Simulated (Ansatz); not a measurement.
# Relaxing twisted graphene double bilayer, 87.80° (104 atoms)

Aim: bring twisted graphene double bilayer, 87.80° (104 atoms) to a nearby minimum of the energy and see what moves.

Program: Ansatz 0.2.0. Level of theory: Kohn-Sham DFT, PBE+D4, PAW (set soft_2), plane waves. Results are calculated unless marked as measured.

## 1. The structure

The cell holds 104 atoms: 104 C. Cell: a = 8.870 Å, b = 8.870 Å, c = 24.080 Å, α = 90.0°, β = 90.0°, γ = 120.0°. It derives from C (graphene). Graphene (a = 2.46 Å) under graphene (a = 2.46 Å), double bilayer, commensurate cell of 13 unit cells a layer, twist 87.80 deg; facing planes 3.44, 3.32, 3.32 Å apart as built; 14 Å of vacuum; minimised with a classical potential. Regions: layer 1, 26 atoms (26 C); layer 2, 26 atoms (26 C); layer 3, 26 atoms (26 C); layer 4, 26 atoms (26 C). Vacuum lies along c.

## 2. Single point at the start

A single point comes first, to see the forces before anything moves.

The input, input.yaml:

```yaml
crystal:
  lattice:
    - [8.8697, 0.0, 0.0]
    - [-4.43485, 7.68139, 0.0]
    - [0.0, 0.0, 24.08]
  atoms:
    - { symbol: C, position: [0.12821, 0.17949, 0.29125] }
    - { symbol: C, position: [0.17949, 0.05128, 0.29122] }
    - { symbol: C, position: [0.20513, 0.48718, 0.29125] }
    - { symbol: C, position: [0.25641, 0.35897, 0.29122] }
    - { symbol: C, position: [0.28205, 0.79487, 0.29125] }
    - { symbol: C, position: [0.33333, 0.66667, 0.29122] }
    - { symbol: C, position: [0.35897, 0.10256, 0.29125] }
    - { symbol: C, position: [0.41026, 0.97436, 0.29122] }
    - { symbol: C, position: [0.4359, 0.41026, 0.29125] }
    - { symbol: C, position: [0.48718, 0.28205, 0.29122] }
    - { symbol: C, position: [0.51282, 0.71795, 0.29125] }
    - { symbol: C, position: [0.5641, 0.58974, 0.29122] }
    - { symbol: C, position: [0.58974, 0.02564, 0.29125] }
    - { symbol: C, position: [0.64103, 0.89744, 0.29122] }
    - { symbol: C, position: [0.66667, 0.33333, 0.29125] }
    - { symbol: C, position: [0.71795, 0.20513, 0.29122] }
    - { symbol: C, position: [0.74359, 0.64103, 0.29125] }
    - { symbol: C, position: [0.79487, 0.51282, 0.29122] }
    - { symbol: C, position: [0.82051, 0.94872, 0.29125] }
    - { symbol: C, position: [0.8718, 0.82051, 0.29122] }
    - { symbol: C, position: [0.89744, 0.25641, 0.29125] }
    - { symbol: C, position: [0.94872, 0.12821, 0.29122] }
    - { symbol: C, position: [0.97436, 0.5641, 0.29125] }
    - { symbol: C, position: [0.02564, 0.4359, 0.29122] }
    - { symbol: C, position: [0.05128, 0.87179, 0.29125] }
    - { symbol: C, position: [0.10256, 0.74359, 0.29122] }
    - { symbol: C, position: [0.25641, 0.35897, 0.43138] }
    - { symbol: C, position: [0.3077, 0.23077, 0.43132] }
    - { symbol: C, position: [0.33334, 0.66667, 0.43135] }
    - { symbol: C, position: [0.38462, 0.53847, 0.43133] }
    - { symbol: C, position: [0.41026, 0.97436, 0.43135] }
    - { symbol: C, position: [0.46154, 0.84616, 0.43133] }
    - { symbol: C, position: [0.48719, 0.28206, 0.43137] }
    - { symbol: C, position: [0.53847, 0.15385, 0.43133] }
    - { symbol: C, position: [0.56411, 0.58975, 0.43135] }
    - { symbol: C, position: [0.61539, 0.46154, 0.43133] }
    - { symbol: C, position: [0.64103, 0.89744, 0.43138] }
    - { symbol: C, position: [0.69231, 0.76923, 0.43131] }
    - { symbol: C, position: [0.71795, 0.20513, 0.43137] }
    - { symbol: C, position: [0.76924, 0.07693, 0.43132] }
    - { symbol: C, position: [0.79488, 0.51282, 0.43137] }
    - { symbol: C, position: [0.84616, 0.38462, 0.43133] }
    - { symbol: C, position: [0.8718, 0.82051, 0.43135] }
    - { symbol: C, position: [0.92308, 0.69231, 0.43132] }
    - { symbol: C, position: [0.94872, 0.12821, 0.43135] }
    - { symbol: C, position: [0.0, 0.0, 0.43135] }
    - { symbol: C, position: [0.02565, 0.4359, 0.43135] }
    - { symbol: C, position: [0.07693, 0.30769, 0.43131] }
    - { symbol: C, position: [0.10257, 0.74359, 0.43138] }
    - { symbol: C, position: [0.15385, 0.61538, 0.43133] }
    - { symbol: C, position: [0.17949, 0.05129, 0.43135] }
    - { symbol: C, position: [0.23077, 0.92308, 0.43131] }
    - { symbol: C, position: [0.25641, 0.89744, 0.57118] }
    - { symbol: C, position: [0.20513, 0.71795, 0.57112] }
    - { symbol: C, position: [0.33333, 0.66667, 0.57118] }
    - { symbol: C, position: [0.28205, 0.48718, 0.57112] }
    - { symbol: C, position: [0.5641, 0.97436, 0.57115] }
    - { symbol: C, position: [0.51282, 0.79487, 0.57112] }
    - { symbol: C, position: [0.17949, 0.12821, 0.57116] }
    - { symbol: C, position: [0.1282, 0.94872, 0.57112] }
    - { symbol: C, position: [0.41026, 0.4359, 0.57115] }
    - { symbol: C, position: [0.35897, 0.25641, 0.57114] }
    - { symbol: C, position: [0.64102, 0.74359, 0.57118] }
    - { symbol: C, position: [0.58975, 0.5641, 0.57114] }
    - { symbol: C, position: [0.87179, 0.05128, 0.57116] }
    - { symbol: C, position: [0.82051, 0.8718, 0.57112] }
    - { symbol: C, position: [0.48718, 0.20513, 0.57117] }
    - { symbol: C, position: [0.4359, 0.02564, 0.57114] }
    - { symbol: C, position: [0.71795, 0.51282, 0.57117] }
    - { symbol: C, position: [0.66667, 0.33333, 0.5711] }
    - { symbol: C, position: [0.94872, 0.82051, 0.57116] }
    - { symbol: C, position: [0.89744, 0.64103, 0.57114] }
    - { symbol: C, position: [0.79487, 0.28205, 0.57117] }
    - { symbol: C, position: [0.74359, 0.10256, 0.57114] }
    - { symbol: C, position: [0.02564, 0.58974, 0.57115] }
    - { symbol: C, position: [0.97436, 0.41025, 0.57114] }
    - { symbol: C, position: [0.10257, 0.35898, 0.57118] }
    - { symbol: C, position: [0.05129, 0.17949, 0.57112] }
    [... 20 atom lines left out ...]
    - { symbol: C, position: [0.97436, 0.41026, 0.71128] }
    - { symbol: C, position: [0.92308, 0.23077, 0.71124] }
    - { symbol: C, position: [0.20513, 0.71795, 0.71128] }
    - { symbol: C, position: [0.15385, 0.53847, 0.71124] }
    - { symbol: C, position: [0.28205, 0.48718, 0.71128] }
    - { symbol: C, position: [0.23077, 0.3077, 0.71124] }
kpoints:
  mp_grid: { grid: [2, 2, 1] }
hamiltonian:
  xc: pbe
  dispersion: d4
scf:
  occupations: { method: fermi_dirac, width: 0.05 }
output:
  forces: true
```

On the command line:

```console
$ ansatz run input.yaml --threads 4 --pin off --max-ram 8192MiB --backend cpu --events-out ev --progress --plain --runs-dir out
```

Numbers of over 12 decimals in the logs are rounded to 6 here.

What it wrote:

```text
Warning: the atoms were moved onto the symmetric positions of the space group found under crystal.symmetry.tolerance 1.0e-5 (fractional; no operation is sought that the atoms, as they stand in a round, miss by more than twice it, and no atom is moved by as much as it), and the run uses the moved positions. [...]
Engine: ansatz 0.2.0, aarch64-unknown-linux-gnu
Pseudopotentials: kind: paw
Pseudopotential: C, paw, valence charge 4, recommended cutoff 420 eV (normal), C.paw.azcp
[... 5 lines on functional and potentials left out ...]
Crystal: 104 atoms, lattice volume = 1640.610 Å³
Basis set: ecut = 420 eV, 32019 PW (Γ), exchange–correlation on 120×120×324 points (8 copies of the dense FFT grid, shifted against one another)
Bands: 312, of which v1, the nominal top of the filled ones, is band 208 counted from 1 (207 counted from 0)
Symmetry: 3 space group operations
Space group: P3 (ITA 143), of the structure as read, at distance tolerance 1.2e-4 Å
k-points: 2 of 4
[... 3 lines on functional and potentials left out ...]
Initial density: superposition of atomic densities (neutral atoms: chi_scale 0, normalization atom), corrected by the library's trained network
Initial wavefunctions: pseudopotential atomic-orbital guess
Functional: x = pbe(κ = 0.804, μ = 0.219515), c = pbe(β = 0.066725)
SCF iter   1: F=—  HF=-26113.928843 eV  |F-HF|=—  |Δ(HF+E_count)|=         —  Δρ=2.36e-3  dr2=9.71e-2  ethr=1.77e-3  ⟨swp⟩=10.5  Hψ=4007  notcnv=0  defer=99
preconditioner: auto → Resta (q_TF=auto, 2.171 Å⁻¹)  ε∞=2.5  [insulator: Δε(μ)=2.343 eV  Ē_g=15.342 eV  σ=0.050 eV  W_gap=1.00  n_scr=262 (ndim 8)  ℏωp=18.7 eV  f_vac=0.438  D(μ)=0.00/eV (n_scr^D=0)  ε∞_Penn≈2.5  vacuum switching on, ρ_ref=1.7e-2 e/Å³]
SCF iter   2: F=—  HF=-26113.924845 eV  |F-HF|=—  |Δ(HF+E_count)|=   4.00e-3  Δρ=1.17e-3  dr2=2.27e-2  ethr=2.33e-5  ⟨swp⟩=2.5  Hψ=1054  notcnv=0  defer=155
SCF iter   3: F=—  HF=-26113.926671 eV  |F-HF|=—  |Δ(HF+E_count)|=   1.83e-3  Δρ=2.29e-4  dr2=8.75e-4  ethr=5.46e-6  ⟨swp⟩=2.0  Hψ=856  notcnv=0  defer=46
automatic band count: iteration 3 solves 249 bands in place of 312: the levels show a gap, and the empty bands left out lie too high to hold charge; the band table lists the bands solved (type scf.n_extra_bands for more)
SCF iter   4: F=—  HF=-26113.926836 eV  |F-HF|=—  |Δ(HF+E_count)|=   1.65e-4  Δρ=8.67e-5  dr2=9.96e-5  ethr=2.10e-7  ⟨swp⟩=2.0  Hψ=849  notcnv=0  defer=46
SCF iter   5: F=—  HF=-26113.928815 eV  |F-HF|=—  |Δ(HF+E_count)|=   1.98e-3  Δρ=3.09e-5  dr2=1.79e-5  ethr=2.39e-8  ⟨swp⟩=2.0  Hψ=856  notcnv=0  defer=46
SCF iter   6: F=—  HF=-26113.928813 eV  |F-HF|=—  |Δ(HF+E_count)|=   1.85e-6  Δρ=6.42e-6  dr2=7.69e-7  ethr=4.31e-9  ⟨swp⟩=2.0  Hψ=761  notcnv=0  defer=46
SCF iter   7: F=—  HF=-26113.928814 eV  |F-HF|=—  |Δ(HF+E_count)|=   1.46e-6  Δρ=2.21e-6  dr2=1.05e-7  ethr=2.40e-11  ⟨swp⟩=4.0  Hψ=1753  notcnv=0
SCF iter   8: F=-26113.928814 eV  HF=-26113.928814 eV  |F-HF|=3.77e-9  |Δ(HF+E_count)|=   1.84e-7  Δρ=8.98e-7  dr2=2.45e-8  ethr=2.40e-11  ⟨swp⟩=4.0  Hψ=1625  notcnv=0
SCF 1 converged in 8 iterations: F = -26113.928814 eV  dr2 = 2.45e-8
  greatest PAW one-centre occupation: 0.674 electrons in one spin orbital (limit 2), on the C atom at site 28 (counted from 0), in its partial waves of l = 0
SCF converged after 8 iterations
Free energy (F): -26113.928814 eV
Harris-Foulkes:  -26113.928814 eV  (|F-HF|=3.77e-9)
Internal energy: -26113.928814 eV  (E = F + TS)
E sigma→0 (E₀):  -26113.928814 eV
Fermi energy:    2.086082 eV
--- Per-component energies (eV) ---
  E_band       = -2965.641041
  E_kinetic    = 9474.123460
  E_local      = -206800.533268  (includes V_loc(G=0)·N_el)
  E_nonlocal   = 2844.139127
  E_hartree    = 99207.398140
  E_xc         = -4997.809758
  E_vxc        = -6188.272164  (∫ρ·V_xc dr)
  E_paw        = -10333.681957  (= ΣΔE_a)
  E_vpaw       = -709.894041  (= ΣTr[D̂ρ^β])
  E_aug_tail   = 0.000786  (compensation charges beyond the density's cutoff)
  E_ewald      = 84508.837531
  E_disp       = -16.402876  (pairwise vdW)
  E_smearing   = -0.000000  (= −TS)
  E_closure    = -0.000000  (closes the sum)
  Σ components = -26113.928814   (vs F -26113.928814, Δ=0.00e0)
--- Forces (eV/Å), atoms counted from 1 ---
  atom   1  C     -0.00171522    -0.00246338    -0.01459299
  atom   2  C     -0.00192918    -0.00211039     0.01629626
  atom   3  C     -0.00037651    -0.00109716    -0.01462159
  atom   4  C     -0.00061108     0.00334109     0.01624995
  atom   5  C     -0.00076191     0.00087465    -0.01462159
  atom   6  C      0.00000000    -0.00000000     0.01634197
  atom   7  C      0.00235939     0.00216572    -0.01459655
  atom   8  C     -0.00254236    -0.00167402     0.01626861
  atom   9  C      0.00019122    -0.00290643    -0.01448643
  atom  10  C     -0.00082718    -0.00021327     0.01632075
  atom  11  C      0.00113842     0.00022251    -0.01462159
  atom  12  C     -0.00017857     0.00303876     0.01626861
  atom  13  C      0.00242143     0.00161882    -0.01448643
  atom  14  C     -0.00258793    -0.00219975     0.01624995
[...]
atom 103  C     -0.00103492    -0.00026558    -0.02033183
  atom 104  C      0.00209044    -0.00081680     0.01867474
  max |Σ_I F_I| component: 7.66e-6 eV/Å
```

Run time: 23 s. Hardware: 4 threads of Arm Neoverse V1, shared host; peak memory 4.8 GiB; 90 s of CPU time.

The program notes that positions were snapped to a detected symmetry.

Read from the output:

* free energy: -26113.9288 eV
* free energy per atom: -251.0955 eV/atom
* SCF cycles: 8
* r.m.s. force component: 0.01211 eV/Å
* longest force: 0.03164 eV/Å
* Fermi energy: 2.086 eV

The r.m.s. force component of 0.012 eV/Å sets the starting point.

Length of the force by element:

```
element  coordination  atoms  mean length of the force (eV/Å)  spread   least    most
      C           all    104                             0.02  0.0062  0.0069  0.0316
```

## 3. Relaxation

The atoms are relaxed in the fixed cell, aiming at the force tolerance of the input.

Changes to input.yaml since step 2:

```diff
@@ -16 +16,4 @@
   forces: true
+relax:
+  f_tol: 0.03
+  max_steps: 80
```

What it wrote:

```text
[...]
Crystal: 104 atoms, lattice volume = 1640.610 Å³
Basis set: ecut = 420 eV, 32019 PW (Γ), exchange–correlation on 120×120×324 points (8 copies of the dense FFT grid, shifted against one another)
Bands: 312, of which v1, the nominal top of the filled ones, is band 208 counted from 1 (207 counted from 0)
Symmetry: 3 space group operations
[...]
k-points: 2 of 4
[...]
SCF iter   1: F=—  HF=-26113.928842 eV  |F-HF|=—  |Δ(HF+E_count)|=         —  Δρ=2.36e-3  dr2=9.71e-2  ethr=1.77e-3  ⟨swp⟩=10.5  Hψ=4007  notcnv=0  defer=99
[...]
SCF iter   6: F=-26113.928814 eV  HF=-26113.928813 eV  |F-HF|=1.41e-6  |Δ(HF+E_count)|=   1.78e-6  Δρ=6.30e-6  dr2=7.52e-7  ethr=4.34e-9  ⟨swp⟩=2.0  Hψ=1786  notcnv=0
SCF 1 converged in 6 iterations: F = -26113.928814 eV  dr2 = 7.52e-7
[...]
relax step   1: F+E_penalty+E_count = -26113.92881431 eV  Δ(F+E_penalty+E_count) = +0.000e0 eV  max|allowed force component| = 3.101e-2 eV/Å  Δτ_max = 0.0000 Å  (6 SCF iters, dr2 threshold 2.25e-5 eV, accepted)
[...]
relax step   2: F+E_penalty+E_count = -26113.87184956 eV  Δ(F+E_penalty+E_count) = +5.696e-2 eV  max|allowed force component| = 4.038e-2 eV/Å  Δτ_max = 0.0788 Å  (8 SCF iters, rejected (line search))
[...]
relax step   3: F+E_penalty+E_count = -26113.93220737 eV  Δ(F+E_penalty+E_count) = -3.393e-3 eV  max|allowed force component| = 9.672e-3 eV/Å  Δτ_max = 0.0252 Å  (7 SCF iters, accepted)
SCF converged after 7 iterations
Free energy (F): -26113.932207 eV
[...]
Internal energy: -26113.932207 eV  (E = F + TS)
E sigma→0 (E₀):  -26113.932207 eV
Fermi energy:    2.086760 eV
[...]
--- Forces (eV/Å), atoms counted from 1 ---
  atom   1  C     -0.00077480    -0.00095997     0.00605438
  atom   2  C     -0.00076594    -0.00090008    -0.00502465
  atom   3  C     -0.00015162    -0.00040086     0.00605661
  atom   4  C      0.00003096     0.00140346    -0.00499651
  atom   5  C     -0.00027135     0.00033174     0.00605661
  atom   6  C      0.00000000    -0.00000000    -0.00501253
  atom   7  C      0.00110680     0.00070680     0.00604124
  atom   8  C     -0.00108760    -0.00057799    -0.00504317
  atom   9  C     -0.00008819    -0.00118227     0.00602091
  atom  10  C     -0.00037516    -0.00007530    -0.00500035
  atom  11  C      0.00042297     0.00006912     0.00605661
  atom  12  C      0.00004324     0.00123088    -0.00504317
  atom  13  C      0.00106797     0.00051476     0.00602091
  atom  14  C     -0.00123091    -0.00067492    -0.00499651
[...]
atom 103  C     -0.00056130    -0.00001205     0.00638544
  atom 104  C      0.00086553    -0.00019993    -0.00746724
  max |Σ_I F_I| component: 5.15e-4 eV/Å
--- Relaxed structure (3 steps of the walk, 2 accepted, 0 SCFs on fresh bases) ---
  F+E_penalty+E_count = -26113.93220737 eV   max|allowed force component| = 9.672e-3 eV/Å
  atoms:
    - { symbol: C, position: [0.128207, 0.179488, 0.290315] }
    - { symbol: C, position: [0.179488, 0.051283, 0.290337] }
    - { symbol: C, position: [0.205129, 0.487180, 0.290315] }
    - { symbol: C, position: [0.256410, 0.358973, 0.290337] }
[...]
- { symbol: C, position: [0.230768, 0.307693, 0.712178] }
```

Run time: 70 s. Hardware: 4 threads; peak memory 4.8 GiB.

The steps of the relaxation:

```
step  energy less that of the first step (eV)  largest force component (eV/Å)
   1                                   0.0000                          0.0310
   2                                   0.0570                          0.0404
   3                                  -0.0034                          0.0097
```

Relaxation step 2 was tried and not accepted.

The run keeps the 3 symmetry operations that it works with, so distortions that break them were not tested.

The atoms that moved most (Å):

```
atom     dx     dy      dz  length
 C68  0.000  0.000   0.025   0.025
 C76  0.000  0.000   0.025   0.025
 C64  0.000  0.000   0.025   0.025
 C35  0.000  0.000  -0.025   0.025
 C31  0.000  0.000  -0.025   0.025
 C47  0.000  0.000  -0.025   0.025
 C39  0.000  0.000  -0.025   0.025
 C51  0.000  0.000  -0.025   0.025
```

The relaxation changed the energy by -0.033 meV/atom, and atoms moved by 0.023 Å r.m.s., 0.025 Å at most.

## 4. Distances and neighbours after relaxation

Bonds before and after, by the cutoffs listed below:

```
pair  bonds before  bonds after  mean before (Å)  mean after (Å)  spread before (Å)  spread after (Å)
 C-C           156          156            1.420           1.420              0.000             0.000
```

Normalised to the volume that the atoms fill. Pair distribution function in bins of 0.2 Å:

```
r (Å)  total
 1.40   4.68
 1.60   0.00
 1.80   0.00
 2.00   0.00
 2.20   0.00
 2.40   3.10
 2.60   0.00
 2.80   1.19
 3.00   0.00
 3.20   0.00
 3.40   0.22
 3.60   1.32
 3.80   1.50
 4.00   0.19
 4.20   1.77
 4.40   0.89
 4.60   0.20
 4.80   0.16
 5.00   2.04
 5.20   0.85
 5.40   0.46
 5.60   0.48
 5.80   0.11
 6.00   0.38
 6.20   1.38
 6.40   0.14
 6.60   1.31
 6.80   0.26
```

Bonds by pair of elements; cutoffs follow the first minimum of g(r), held within bounds set by covalent radii, and pairs that aren't listed don't count as bonded:

```
pair A-B  cutoff (Å)  bonds  mean length (Å)  spread (Å)  shortest (Å)  B about A  A about B
     C-C        1.82    156             1.42           0          1.42          3          3
```

How many atoms have how many bonded neighbours:

```
element  mean    3
      C     3  104
```

Bond angles (no mean is given where the spread exceeds 20°):

```
angle  count  mean (°)  spread (°)
C-C-C    312       120           0
```

Counting bonds as in the table, all C atoms have 3 bonded neighbours.

(Part 1 of 2 ends here.)

[Logs are printed without paths, hosts, clocks, repeated set-up lines and the standing remarks that a program may print on its own settings, such as how far it seeks lower states.]

[Hosts, paths, dates, database ids (printed as entryN), source tags and the programs' standing remarks are cut or masked in the printed files.]
